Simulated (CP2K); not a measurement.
Consider nitryl fluoride at its PBE geometry (Å).

```xyz
4

F    -1.1153   -0.7786    0.1272
N     0.1330    0.0911   -0.0144
O    -0.1438    1.2520   -0.0110
O     1.1261   -0.5645   -0.1017
```

Method: CP2K XAS_TDP, all-electron GAPW, PBEh(45%), aug-cc-pVTZ, TDA, GW2X-corrected core level, no relativity.

**Question.** Where do the N K-edge lines lie, and how strong are they?

Leading lines: N2 404.27 eV. The leading line of an atom is its first one with 35 % of the strongest within 2.5 eV of its lowest line over the strength cut. Core ionisation energies at this level: N2 414.71 eV.

The first six lines of each atom with a strength over 0.0015:

| atom | energy (eV) | states | strength, one atom | above the computed threshold |
| --- | --- | --- | --- | --- |
| N2 (bonded to F and 2 O) | 404.27 | 1 | 0.0756 |  |
|  | 405.73 | 1 | 0.0688 |  |
|  | 412.47 | 1 | 0.0118 |  |
|  | 414.51 | 1 | 0.0100 |  |
|  | 414.53 | 1 | 0.0029 |  |
|  | 414.69 | 1 | 0.0024 |  |

Lines are vertical, at one geometry, with no vibrational structure. GW2X ionisation energies and lines can be off by 1 to 2 eV either way, and a good line position may hide errors that cancel. These values hold no scalar relativity, about 0.2 eV for N 1s. Rydberg lines, and the discretised continuum above threshold, depend on the basis and the box.

[Banner, clock and machine lines of the logs are left out without a mark of their own.]

[Logs are printed without paths, hosts, clocks, repeated set-up lines and the standing remarks that a program may print on its own settings, such as how far it seeks lower states.]

[Hosts, paths, dates, database ids (printed as entryN), source tags and the programs' standing remarks are cut or masked in the printed files.]
